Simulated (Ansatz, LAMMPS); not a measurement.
# Glassy 68GeO2-29SrO-3Gd2O3 (mol %) (105 atoms) under strain, part 2 of 4

Aim: relax glassy 68GeO2-29SrO-3Gd2O3 (mol %) (105 atoms), then change its volume and shape to read moduli from the stress.

Ansatz 0.2.0; Kohn-Sham DFT, revPBE, PAW (set soft_2), plane waves.

The cell: 26 Ge, 11 Sr, 2 Gd and 66 O. The quench rate of 20 K/ps is orders of magnitude faster than experiment. The network of bonds at the start is that of the classical potential that made the cell. Without a Hubbard term or exact exchange, open shells on Gd are likely too delocalised. Only the Γ point is sampled.

So far. Step 2 (Single point at the start): The r.m.s. force at the start is 1.00 eV/Å.

### 3. Cell and atoms relaxed

The cell is relaxed with the atoms, since the starting lattice needn't suit this functional.

Input file input.yaml:

```yaml
crystal:
  lattice:
    - [11.1363, 0.0, 0.0]
    - [0.0, 11.1363, 0.0]
    - [0.0, 0.0, 11.1363]
  atoms:
    [... the 105 atom lines of step 2 ...]
magnetization:
  spin_polarized: true
kpoints:
  mp_grid: { grid: [1, 1, 1] }
hamiltonian:
  xc: revpbe
scf:
  occupations: { method: fermi_dirac, width: 0.05 }
  lower_state_search: "off"
output:
  forces: true
relax:
  f_tol: 0.05
  max_steps: 150
  cell: {}
```

The run is started by

```console
$ ansatz run input.yaml --threads 4 --pin off --max-ram 15872MiB --backend cpu --events-out ev --progress --plain --runs-dir out
```

Numbers of over 12 decimals in the logs are rounded to 6 here.

Output:

```text
[...]
Crystal: 105 atoms, lattice volume = 1381.092 Å³
Basis set: ecut = 420 eV, 27081 PW (Γ), exchange–correlation on 150×150×150 points (8 copies of the dense FFT grid, shifted against one another)
Bands: 565, of which v1, the nominal top of the filled ones, is band 453 counted from 1 (452 counted from 0)
Symmetry: 1 space group operations
[...]
k-points: 1
[...]
Starting moments: Σ|m| = 14 μB on 2 of 105 sites
[...]
SCF iter   1: F=—  HF=-207185.150672 eV  |F-HF|=—  |Δ(HF+E_count)|=         —  Δρ=1.48e-1 (↑1.48e-1 ↓1.48e-1)  dr2=1.80e3  dr2_m=5.51e1  M=-0.198 μB ∫|m|=2.003 μB  β_m=0.02  ethr=3.10e-3  ⟨swp⟩=7.0  Hψ=4877  notcnv=0  defer=153
[...]
SCF iter   2: F=—  HF=-207155.597188 eV  |F-HF|=—  |Δ(HF+E_count)|=    2.96e1  Δρ=1.42e-1 (↑1.42e-1 ↓1.42e-1)  dr2=1.68e3  dr2_m=5.22e1  M=0.000 μB ∫|m|=1.609 μB  β_m=0.02  ethr=3.10e-3  ⟨swp⟩=2.0  Hψ=2214  notcnv=0  defer=189
[...]
SCF iter  14: F=—  HF=-207054.653905 eV  |F-HF|=—  |Δ(HF+E_count)|=    4.60e0  Δρ=1.07e-2 (↑9.85e-3 ↓1.07e-2)  dr2=9.73e0  dr2_m=1.16e-2  M=-0.000 μB ∫|m|=14.145 μB  β_m=0.30  ethr=2.15e-3  ⟨swp⟩=2.0  Hψ=2221  notcnv=0  defer=209
[...]
SCF iter  21: F=—  HF=-207059.923139 eV  |F-HF|=—  |Δ(HF+E_count)|=   1.12e-4  Δρ=4.26e-4 (↑3.38e-4 ↓4.26e-4)  dr2=8.25e-3  dr2_m=1.79e-4  M=-0.000 μB ∫|m|=14.040 μB  β_m=0.87  ethr=5.87e-6  ⟨swp⟩=2.5  Hψ=2041  notcnv=0  defer=202
[...]
SCF iter  28: F=—  HF=-207059.922192 eV  |F-HF|=—  |Δ(HF+E_count)|=   1.79e-6  Δρ=2.07e-6 (↑2.07e-6 ↓2.03e-6)  dr2=2.39e-7  dr2_m=4.39e-10  M=-0.000 μB ∫|m|=14.041 μB  β_m=0.70  ethr=9.35e-11  ⟨swp⟩=2.0  Hψ=1834  notcnv=0  defer=202
SCF iter  29: F=-207059.922192 eV  HF=-207059.922192 eV  |F-HF|=2.74e-8  |Δ(HF+E_count)|=   2.87e-7  Δρ=7.29e-7 (↑7.12e-7 ↓7.29e-7)  dr2=3.20e-8  dr2_m=4.58e-11  M=-0.000 μB ∫|m|=14.041 μB  ethr=1.10e-11  ⟨swp⟩=2.0  Hψ=3181  notcnv=0
SCF 1 converged in 29 iterations: F = -207059.922192 eV  dr2 = 3.20e-8
[...]
relax step   1: F+E_penalty+E_count = -207059.92219209 eV  Δ(F+E_penalty+E_count) = +0.000e0 eV  max|allowed force component| = 2.658e0 eV/Å  Δτ_max = 0.0000 Å  P = +10.857 GPa  Ω = 1381.092 Å³  (29 SCF iters, dr2 threshold 1.00e-7 eV, accepted)
[... from here on, the SCF cycles and remarks between the steps are left out ...]
relax step   2: F+E_penalty+E_count = -207066.27912348 eV  Δ(F+E_penalty+E_count) = -6.357e0 eV  max|allowed force component| = 1.410e0 eV/Å  Δτ_max = 0.1949 Å  P = +5.507 GPa  Ω = 1409.052 Å³  energy of the carried Pulay correction = -8.855e-2 eV  (8 SCF iters, dr2 threshold 1.05e-5 eV, accepted)
relax step   3: F+E_penalty+E_count = -207068.53270980 eV  Δ(F+E_penalty+E_count) = -2.254e0 eV  max|allowed force component| = 6.859e-1 eV/Å  Δτ_max = 0.1206 Å  P = -0.122 GPa  Ω = 1447.520 Å³  energy of the carried Pulay correction = -2.075e-1 eV  (9 SCF iters, dr2 threshold 1.05e-5 eV, accepted)
relax step   4: F+E_penalty+E_count = -207069.02536062 eV  Δ(F+E_penalty+E_count) = -4.927e-1 eV  max|allowed force component| = 9.244e-1 eV/Å  Δτ_max = 0.2000 Å  P = +0.287 GPa  Ω = 1441.070 Å³  energy of the carried Pulay correction = -1.878e-1 eV  (9 SCF iters, dr2 threshold 1.05e-5 eV, accepted)
relax step   5: F+E_penalty+E_count = -207069.34276581 eV  Δ(F+E_penalty+E_count) = -3.174e-1 eV  max|allowed force component| = 5.309e-1 eV/Å  Δτ_max = 0.0958 Å  P = -0.164 GPa  Ω = 1447.374 Å³  energy of the carried Pulay correction = -2.071e-1 eV  (8 SCF iters, dr2 threshold 1.05e-5 eV, accepted)
relax step   6: F+E_penalty+E_count = -207069.51192181 eV  Δ(F+E_penalty+E_count) = -1.692e-1 eV  max|allowed force component| = 6.684e-1 eV/Å  Δτ_max = 0.2000 Å  P = +0.364 GPa  Ω = 1445.281 Å³  energy of the carried Pulay correction = -2.007e-1 eV  (9 SCF iters, dr2 threshold 1.05e-5 eV, accepted)
relax step   7: F+E_penalty+E_count = -207069.65683822 eV  Δ(F+E_penalty+E_count) = -1.449e-1 eV  max|allowed force component| = 3.009e-1 eV/Å  Δτ_max = 0.0714 Å  P = +0.036 GPa  Ω = 1449.959 Å³  energy of the carried Pulay correction = -2.150e-1 eV  (7 SCF iters, dr2 threshold 1.05e-5 eV, accepted)
relax step   8: F+E_penalty+E_count = -207069.83603036 eV  Δ(F+E_penalty+E_count) = -1.792e-1 eV  max|allowed force component| = 3.424e-1 eV/Å  Δτ_max = 0.2000 Å  P = -0.163 GPa  Ω = 1462.086 Å³  energy of the carried Pulay correction = -2.517e-1 eV  (9 SCF iters, dr2 threshold 5.66e-6 eV, accepted)
relax step   9: F+E_penalty+E_count = -207069.91797020 eV  Δ(F+E_penalty+E_count) = -8.194e-2 eV  max|allowed force component| = 7.703e-1 eV/Å  Δτ_max = 0.1938 Å  P = +0.174 GPa  Ω = 1468.052 Å³  energy of the carried Pulay correction = -2.697e-1 eV  (9 SCF iters, dr2 threshold 7.33e-6 eV, accepted)
[...]
relax step  37: F+E_penalty+E_count = -207071.83131121 eV  Δ(F+E_penalty+E_count) = -6.404e-3 eV  max|allowed force component| = 1.483e-1 eV/Å  Δτ_max = 0.0956 Å  P = -0.018 GPa  Ω = 1501.129 Å³  energy of the carried Pulay correction = -3.680e-1 eV  (9 SCF iters, dr2 threshold 6.59e-7 eV, accepted)
relax step  38: F+E_penalty+E_count = -207071.83382434 eV  Δ(F+E_penalty+E_count) = -2.513e-3 eV  max|allowed force component| = 1.837e-1 eV/Å  Δτ_max = 0.1500 Å  P = +0.109 GPa  Ω = 1498.291 Å³  energy of the carried Pulay correction = -3.597e-1 eV  (9 SCF iters, dr2 threshold 1.38e-6 eV, rejected (line search))
relax step  39: F+E_penalty+E_count = -207071.85420092 eV  Δ(F+E_penalty+E_count) = -2.289e-2 eV  max|allowed force component| = 8.504e-2 eV/Å  Δτ_max = 0.0717 Å  P = -0.001 GPa  Ω = 1500.298 Å³  energy of the carried Pulay correction = -3.656e-1 eV  (13 SCF iters, accepted)
relax step  40: F+E_penalty+E_count = -207071.86110410 eV  Δ(F+E_penalty+E_count) = -6.903e-3 eV  max|allowed force component| = 1.206e-1 eV/Å  Δτ_max = 0.0714 Å  P = +0.008 GPa  Ω = 1499.180 Å³  energy of the carried Pulay correction = -3.623e-1 eV  (9 SCF iters, dr2 threshold 4.52e-7 eV, accepted)
relax step  41: F+E_penalty+E_count = -207071.87244389 eV  Δ(F+E_penalty+E_count) = -1.134e-2 eV  max|allowed force component| = 1.817e-1 eV/Å  Δτ_max = 0.1125 Å  P = +0.064 GPa  Ω = 1495.313 Å³  energy of the carried Pulay correction = -3.509e-1 eV  (9 SCF iters, dr2 threshold 9.09e-7 eV, rejected (line search))
relax step  42: F+E_penalty+E_count = -207071.88426842 eV  Δ(F+E_penalty+E_count) = -2.316e-2 eV  max|allowed force component| = 1.075e-1 eV/Å  Δτ_max = 0.0530 Å  P = -0.016 GPa  Ω = 1497.700 Å³  energy of the carried Pulay correction = -3.580e-1 eV  (12 SCF iters, accepted)
relax step  43: F+E_penalty+E_count = -207071.89155912 eV  Δ(F+E_penalty+E_count) = -7.291e-3 eV  max|allowed force component| = 9.894e-2 eV/Å  Δτ_max = 0.0537 Å  P = +0.011 GPa  Ω = 1496.621 Å³  energy of the carried Pulay correction = -3.548e-1 eV  (8 SCF iters, dr2 threshold 7.22e-7 eV, accepted)
relax step  44: F+E_penalty+E_count = -207071.86396803 eV  Δ(F+E_penalty+E_count) = +2.759e-2 eV  max|allowed force component| = 2.357e-1 eV/Å  Δτ_max = 0.0844 Å  P = -0.038 GPa  Ω = 1497.190 Å³  energy of the carried Pulay correction = -3.565e-1 eV  (9 SCF iters, dr2 threshold 6.12e-7 eV, rejected (line search))
relax step  45: F+E_penalty+E_count = -207071.89698022 eV  Δ(F+E_penalty+E_count) = -5.421e-3 eV  max|allowed force component| = 3.806e-2 eV/Å  Δτ_max = 0.0289 Å  P = +0.016 GPa  Ω = 1496.653 Å³  energy of the carried Pulay correction = -3.549e-1 eV  (13 SCF iters, accepted)
relax step  46: F+E_penalty+E_count = -207072.47910052 eV  Δ(F+E_penalty+E_count) = -5.821e-1 eV  max|allowed force component| = 3.845e-2 eV/Å  Δτ_max = 0.0000 Å  P = +0.652 GPa  Ω = 1496.653 Å³  stress off target by 9.14e-1 GPa  SCF on the basis re-selected at this cell (its energy is not comparable with the rows above)  (11 SCF iters)
relax step  47: F+E_penalty+E_count = -207072.42991146 eV  Δ(F+E_penalty+E_count) = +4.919e-2 eV  max|allowed force component| = 9.802e-2 eV/Å  Δτ_max = 0.0269 Å  P = -0.568 GPa  Ω = 1517.336 Å³  energy of the carried Pulay correction = -6.532e-2 eV  (8 SCF iters, dr2 threshold 2.09e-6 eV, accepted)
relax step  48: F+E_penalty+E_count = -207072.47125895 eV  Δ(F+E_penalty+E_count) = -4.135e-2 eV  max|allowed force component| = 3.609e-2 eV/Å  Δτ_max = 0.0114 Å  P = -0.018 GPa  Ω = 1510.034 Å³  energy of the carried Pulay correction = -4.145e-2 eV  (7 SCF iters, dr2 threshold 1.02e-6 eV, accepted)
relax step  49: F+E_penalty+E_count = -207072.51168603 eV  Δ(F+E_penalty+E_count) = -4.043e-2 eV  max|allowed force component| = 3.605e-2 eV/Å  Δτ_max = 0.0000 Å  P = -0.003 GPa  Ω = 1510.034 Å³  stress off target by 2.59e-2 GPa  SCF on the basis re-selected at this cell (its energy is not comparable with the rows above)  (9 SCF iters)
[...]
SCF converged after 9 iterations
Magnetization: -0.0000 μB (453.0000 up, 453.0000 down)
Absolute magnetization: 14.0270 μB (∫|ρ↑−ρ↓|, with the PAW one-centre terms)
[...]
Per-site moments (μB) at R_I (Å): [(2.504763846872902e-6, 0.743618), (-1.5274769875797742e-6, 0.749885), (3.2742003558319024e-5, 0.714906), (0.000238409, 0.725650), (-0.00012467, 0.730471), [...]
Free energy (F): -207072.511686 eV
[...]
Internal energy: -207072.511686 eV  (E = F + TS)
E sigma→0 (E₀):  -207072.511686 eV
Entropy (-TS):   -0.000000 eV (-0.000 meV/atom)
Fermi energy:    7.499739 eV
[...]
Σ components = -207072.511686   (vs F -207072.511686, Δ=0.00e0)
--- Forces (eV/Å), atoms counted from 1 ---
  atom   1  Ge    -0.01385781    -0.02348168     0.01356795
  atom   2  Ge     0.03559632    -0.00074041    -0.00723636
  atom   3  Ge     0.01244766    -0.01468944    -0.01217754
  atom   4  Ge    -0.01378614     0.00363103    -0.00078280
[...]
atom 105  O      0.00029776     0.00070236     0.00144056
  max |Σ_I F_I| component: 8.48e-6 eV/Å
--- Stress (GPa, compression-positive) ---
       -0.017216      -0.007019      -0.010599
       -0.007019      -0.012040      -0.008410
       -0.010599      -0.008410       0.021659
  P = ⅓ Tr σ = -0.0025 GPa (-0.025 kbar)
--- Relaxed structure (47 steps of the walk, 41 accepted, 2 SCFs on fresh bases) ---
  F+E_penalty+E_count = -207072.51168603 eV   max|allowed force component| = 3.605e-2 eV/Å   (the final SCF, on the basis selected at the relaxed cell)
  cell:  # Å, volume = 1510.0340 Å³
    - [11.319859, 0.050806, -0.153916]
    - [0.050806, 11.431212, -0.041291]
    - [-0.153916, -0.041291, 11.672002]
  atoms:
    - { symbol: Ge, position: [0.771437, 0.351574, 0.441301] }
    - { symbol: Ge, position: [0.591314, 0.440484, 0.852666] }
    - { symbol: Ge, position: [0.096212, 0.559575, 0.799526] }
    - { symbol: Ge, position: [0.527885, 0.605159, 0.608668] }
[...]
- { symbol: O, position: [0.169499, 0.689035, 0.885221] }
```

Wall time 19 min (4 threads of Intel Xeon 6975P-C (Granite Rapids), shared host); peak memory 4.3 GiB; 72 min of CPU time.

The relaxation converged after 47 steps, with a largest force component of 0.036 eV/Å.

[end of part 2 of 4]

[Logs are printed without paths, hosts, clocks, repeated set-up lines and the standing remarks that a program may print on its own settings, such as how far it seeks lower states.]

[Hosts, paths, dates, database ids (printed as entryN), source tags and the programs' standing remarks are cut or masked in the printed files.]
